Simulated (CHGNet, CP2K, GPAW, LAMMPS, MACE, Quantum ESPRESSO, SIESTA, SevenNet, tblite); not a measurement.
# Glassy 63SiO2-22Al2O3-15ZnO (mol %) (89 atoms) in tblite

How near does tblite come to plane waves for glassy 63SiO2-22Al2O3-15ZnO (mol %) (89 atoms)?

Method: the method is named at each step, in tblite 0.8.0.

## 1. Starting point

The cell holds 89 atoms: 17 Si, 12 Al, 4 Zn and 56 O. Its edges and angles: a = 10.382 Å, b = 10.382 Å, c = 10.382 Å, α = 90.0°, β = 90.0°, γ = 90.0°. 89 atoms (17 Si, 12 Al, 4 Zn, 56 O) placed at random at 2.7 g/cm³, melted at 4000 K for 10 ps at fixed volume with the Morse and Coulomb pair potential with partial charges (Pedone, Malavasi, Menziani, Cormack and Segre, J. Phys. Chem. B 110, 11780 (2006)). Quenched from 4000 K to 300 K at 20 K/ps and fixed volume, held 10 ps at zero pressure, then minimised at fixed cell.

The yardstick, on the same geometry:

```
method                                           : Kohn-Sham DFT, PBE, SSSP efficiency 1.3.0 pseudopotentials, plane waves (Quantum ESPRESSO 7.5); sssp-pbe-1.3.0-efficiency, cutoffs 60/480 Ry, Γ point
r.m.s. force component                           : 0.7442 eV/Å
longest force                                    : 3.049 eV/Å
pressure                                         : 7.99 GPa
gap (highest filled to lowest empty level) : 2.754 eV
time                                             : 5.6 min on 2 MPI ranks of Arm Neoverse V2, shared host
CPU time                                         : 11 min
```

## 2. GFN1-xTB

Method: GFN1-xTB tight binding, diagonalisation.

The input, run.py:

```python
import numpy as np
from ase.io import read
from tblite.ase import TBLite

atoms = read("structure.xyz")
atoms.calc = TBLite(method="GFN1-xTB", electronic_temperature=580, accuracy=1.0, max_iterations=250, mixer_damping=0.4, verbosity=1)
energy = atoms.get_potential_energy()
forces = atoms.get_forces()
print(f"energy {energy:.6f} eV")
print("forces (eV/A)")
for i, (a, f) in enumerate(zip(atoms, forces)):
    print(f"{i:4d} {a.symbol:2s} {f[0]:10.5f} {f[1]:10.5f} {f[2]:10.5f}")
stress = -atoms.get_stress(voigt=False) * 160.21766
print("stress (GPa, compression positive)")
for row in stress:
    print(" ".join(f"{x:10.4f}" for x in row))
print("charges (e)")
print(np.array2string(atoms.get_charges(), precision=4, suppress_small=True, max_line_width=110, threshold=100000))
```

The input, structure.xyz:

```xyz
89
Lattice="10.38180 0.00000 0.00000 0.00000 10.38180 0.00000 0.00000 0.00000 10.38180" Properties=species:S:1:pos:R:3 pbc="T T T"
Si 3.69623 8.13622 7.21255
Si 9.95812 4.41320 8.95254
Si 10.30684 7.13105 5.01981
Si 7.26435 3.96907 0.05731
Si 4.79598 2.07190 6.70425
Si 5.92375 6.83569 5.40248
Si 3.47770 7.37419 1.56641
Si 9.06383 6.34214 2.25171
Si 8.22550 5.41162 6.61601
Si 3.62647 1.09507 9.55562
Si 7.15680 8.51619 3.07602
Si 1.73999 4.65001 5.29285
Si 6.44647 6.91791 0.51774
Si 2.91043 3.81552 0.57214
Si 9.96528 10.17157 5.45221
Si 7.52639 0.70648 6.97501
Si 0.78030 10.13004 10.07751
Al 4.21387 4.99655 3.31906
Al 3.84345 2.15516 3.69810
Al 2.35148 5.45325 8.34323
Al 10.20365 1.63607 7.90138
Al 0.75673 7.02132 10.25639
Al 0.88079 1.05957 2.63791
Al 5.93123 9.46073 9.17398
Al 10.08561 3.65896 1.46300
Al 6.19108 3.93989 5.04286
Al 4.75569 10.12174 1.62870
Al 6.39363 2.23095 2.49475
Al 8.63392 0.84643 2.72470
Zn 7.97094 1.13785 9.84786
Zn 9.09456 3.40969 4.16404
Zn 2.33653 0.51992 6.03878
Zn 2.89548 7.65159 4.70565
O 2.33134 1.64614 3.16271
O 5.61520 5.57368 4.41984
O 9.82305 6.65287 0.94755
O 6.87192 6.30580 6.57521
O 3.43908 8.97974 1.67656
O 0.48358 0.63962 6.59379
O 1.32482 3.83826 0.99447
O 0.58927 8.62260 9.70293
O 9.98345 0.68458 9.39169
O 0.61574 5.64313 9.09041
O 6.66927 8.20131 10.06287
O 0.44143 3.86556 4.93987
O 4.81653 0.12531 10.21548
O 6.12557 1.17169 6.42851
O 9.22932 4.77231 2.53980
O 3.34201 2.28348 0.17794
O 3.11423 4.61180 9.58811
O 8.45369 10.18268 5.99321
O 2.98207 4.33004 4.37344
O 7.83732 4.33357 5.43643
O 6.81659 3.60736 1.52550
O 0.34758 3.13385 8.48089
O 2.21454 0.29817 9.43716
[... 29 atom lines left out ...]
O 8.31946 9.52447 3.04685
O 3.78905 4.32298 1.79418
O 6.71567 7.87605 4.47393
O 2.85697 9.06476 6.19015
```

On the command line:

```bash
> OMP_NUM_THREADS=1 python run.py > output.txt
```

The program printed:

```text
------------------------------------------------------------
  cycle        total energy    energy error   density error
------------------------------------------------------------
      1     -292.1946564711  -2.9354627E+02   1.0631374E+00
      2     -304.0583198334  -1.1863663E+01   6.8855087E-01
      3     -313.9788082557  -9.9204884E+00   4.5826534E-01
      4     -316.4977435440  -2.5189353E+00   1.6868378E-01
      5     -318.2810278075  -1.7832843E+00   7.0500747E-02
      6     -318.5300356103  -2.4900780E-01   3.0614283E-02
      7     -318.5502429553  -2.0207345E-02   1.8874577E-02
      8     -318.5671012088  -1.6858253E-02   9.1626632E-03
      9     -318.5697709703  -2.6697615E-03   3.3107906E-03
     10     -318.5696946045   7.6365846E-05   1.7662748E-03
     11     -318.5698569914  -1.6238694E-04   4.1922798E-04
     12     -318.5698638665  -6.8750825E-06   1.8306282E-04
     13     -318.5698651206  -1.2540874E-06   1.0105276E-04
     14     -318.5698655288  -4.0825648E-07   5.8345744E-05
     15     -318.5698656875  -1.5864362E-07   1.6658582E-05
------------------------------------------------------------
 total:                                   4.487 sec
energy -8668.727591 eV
forces (eV/A)
   0 Si   -0.01348    0.27727   -1.11166
   1 Si    0.34129   -0.47190    1.68765
   2 Si    1.26551   -0.48334   -0.88130
   3 Si    1.08151   -1.03900    0.29904
   4 Si   -0.49423   -0.37752   -0.68009
   5 Si   -0.37574   -0.39486   -0.69605
   6 Si   -0.20375    1.06397    0.77816
   7 Si   -0.68020   -0.70555   -0.17517
   8 Si   -0.69241   -0.20346   -1.87438
   9 Si   -0.23132   -1.03095    0.11690
  10 Si   -0.10562   -0.83973   -0.59946
  11 Si   -0.84176    0.46756   -0.30169
  12 Si    0.21952   -0.17276    1.10474
  13 Si   -1.01001    0.55092    0.49470
  14 Si    0.90601    1.41019    0.47395
  15 Si    1.04302    0.11349    1.05092
  16 Si   -0.37594    1.27099   -0.02147
  17 Al    0.19572    0.18171    0.36680
  18 Al    0.45497   -0.13681    0.35089
  19 Al   -0.41914    0.07560   -0.04139
  20 Al   -0.48580   -0.64955    0.13446
  21 Al   -0.14496   -0.55700   -0.12633
  22 Al   -0.83616    0.13835   -0.22222
  23 Al   -0.17346    0.72484    0.19599
[...]
81 O    -0.48491   -0.48303   -0.10924
  82 O     0.46033    0.02842    0.47540
  83 O    -0.40500   -0.66110   -0.90399
  84 O     0.40568   -0.56374    0.04397
  85 O     1.63286    0.05776    0.43357
  86 O     0.55273   -0.14321   -0.37095
  87 O     0.20791    0.33644    0.70948
  88 O    -0.65897    0.79002   -0.28942
stress (GPa, compression positive)
   14.0572     0.2279     0.5725
    0.2279    17.1494    -0.0306
    0.5725    -0.0306    14.7163
charges (e)
[ 0.3985  0.4779  0.4294  0.4123  0.4455  0.4436  0.4235  0.4376  0.4557  0.4509  0.4294  0.3908  0.4482
  0.4267  0.4461  0.4347  0.4159  0.5531  0.5692  0.5042  0.4909  0.5088  0.5394  0.4907  0.543   0.5538
  0.5366  0.5974  0.5672  0.629   0.6306  0.6018  0.6177 -0.3974 -0.3037 -0.305  -0.2265 -0.3359 -0.2973
 -0.324  -0.29   -0.3218 -0.2594 -0.2842 -0.3591 -0.2619 -0.2224 -0.3156 -0.21   -0.3033 -0.2266 -0.3126
 -0.3042 -0.3323 -0.2902 -0.2393 -0.2825 -0.1822 -0.4258 -0.309  -0.3527 -0.3065 -0.3569 -0.2028 -0.2229
 -0.2415 -0.2548 -0.3064 -0.2114 -0.2877 -0.298  -0.1852 -0.3145 -0.3203 -0.3675 -0.3131 -0.3669 -0.3088
 -0.216  -0.2076 -0.2167 -0.3054 -0.2403 -0.4303 -0.3802 -0.2977 -0.296  -0.2182 -0.3519]
```

Run time: 5 s. Hardware: 1 thread of Arm Neoverse V2, shared host; peak memory 0.13 GiB.

Banners, paths, timers and routine set-up lines are dropped from the logs unmarked, and long logs keep their key lines alone; longer cuts are marked.

Compared with the plane-wave run:

```yaml
r_m_s_force_component: 0.6039 eV/Å
r_m_s_difference_of_force_components: 514.4 meV/Å
longest_difference_of_force_vectors: 1858 meV/Å
force_difference_over_r_m_s_force: 69.13 %
slope_of_forces_against_the_reference_s: 0.5903
correlation_of_force_components: 0.7275
pressure: 15.31 GPa
pressure_difference: 7.318 GPa
```

Length of the force difference by element (eV/Å):

```csv
element,atoms,mean,most
Al,12,1.0,1.7
O,56,0.66,1.4
Si,17,1.2,1.9
Zn,4,0.47,0.61
```

A closer look about Si10, picked at random: 11 atoms, nearest first, numbered in the order of the input, with positions taken from that point.

```csv
atom,x,y,z,distance (Å),bonds,Mulliken charge (e),Fx,Fy,Fz (eV/Å)
Si10,0.00,0.00,0.00,0.00,4,0.45,-0.23,-1.03,0.12
O49,-0.28,1.19,1.00,1.58,2,-0.21,0.41,0.05,0.17
O56,-1.41,-0.80,-0.12,1.63,2,-0.24,0.40,0.02,-0.31
O80,0.46,0.49,-1.48,1.63,2,-0.21,0.16,0.38,0.28
O46,1.19,-0.97,0.66,1.67,3,-0.26,0.25,0.15,-0.28
Al27,1.13,-1.36,2.45,3.02,4,0.54,-0.26,-0.28,-0.45
Al24,2.30,-2.02,-0.38,3.09,4,0.49,-0.17,0.72,0.20
Si14,-0.72,2.72,1.40,3.14,4,0.43,-1.01,0.55,0.49
Si17,-2.85,-1.35,0.52,3.19,4,0.42,-0.38,1.27,-0.02
O71,1.13,-2.58,-1.50,3.19,2,-0.30,0.62,0.34,0.38
Si5,1.17,0.98,-2.85,3.23,4,0.45,-0.49,-0.38,-0.68
```

Atoms are counted from 1 here, from 0 in the log.

Forces lie 69 % from the reference's, at 0.0074 times its CPU time (on 1 against 2 cores).

## 3. Summary of results

```yaml
force_difference_from_the_reference: tblite GFN1-xTB, 69 %
its_cpu_time: 5 s
```

**Reading.** Tight binding differs by 69 % (tblite GFN1-xTB); it is another model, with fitted parameters of its own, and the xTB methods hold dispersion. One electronic-structure run takes under half the reference's CPU time: tblite GFN1-xTB, at 69 % in 5 s against 11 min, too far off to be of use; its pressure misses by +7.3 GPa. Periodic xTB results under one method name differ between programs and library versions. The reference's pressure holds the uncorrected Pulay stress of its 60 Ry basis, so small pressure differences, and their order, may be the reference's own error. The quench rate of 20 K/ps is many orders above laboratory rates, so the cell is likely richer in defects and strain than a real sample. The network of bonds at the start is that of the classical potential that made the cell, and needn't be the one that DFT or experiment would give. The reference's pressure of 8.0 GPa belongs to a cell and atoms that aren't relaxed at this level. The electronic-structure runs sample only Γ, in a cell whose shortest periodic width is 10 Å.

[Also dropped from logs without a mark: logging warnings of Python, and SIESTA's first energy breakdown and zero terms.]

[Logs are printed without paths, hosts, clocks, repeated set-up lines and the standing remarks that a program may print on its own settings, such as how far it seeks lower states.]

[Hosts, paths, dates, database ids (printed as entryN), source tags and the programs' standing remarks are cut or masked in the printed files.]
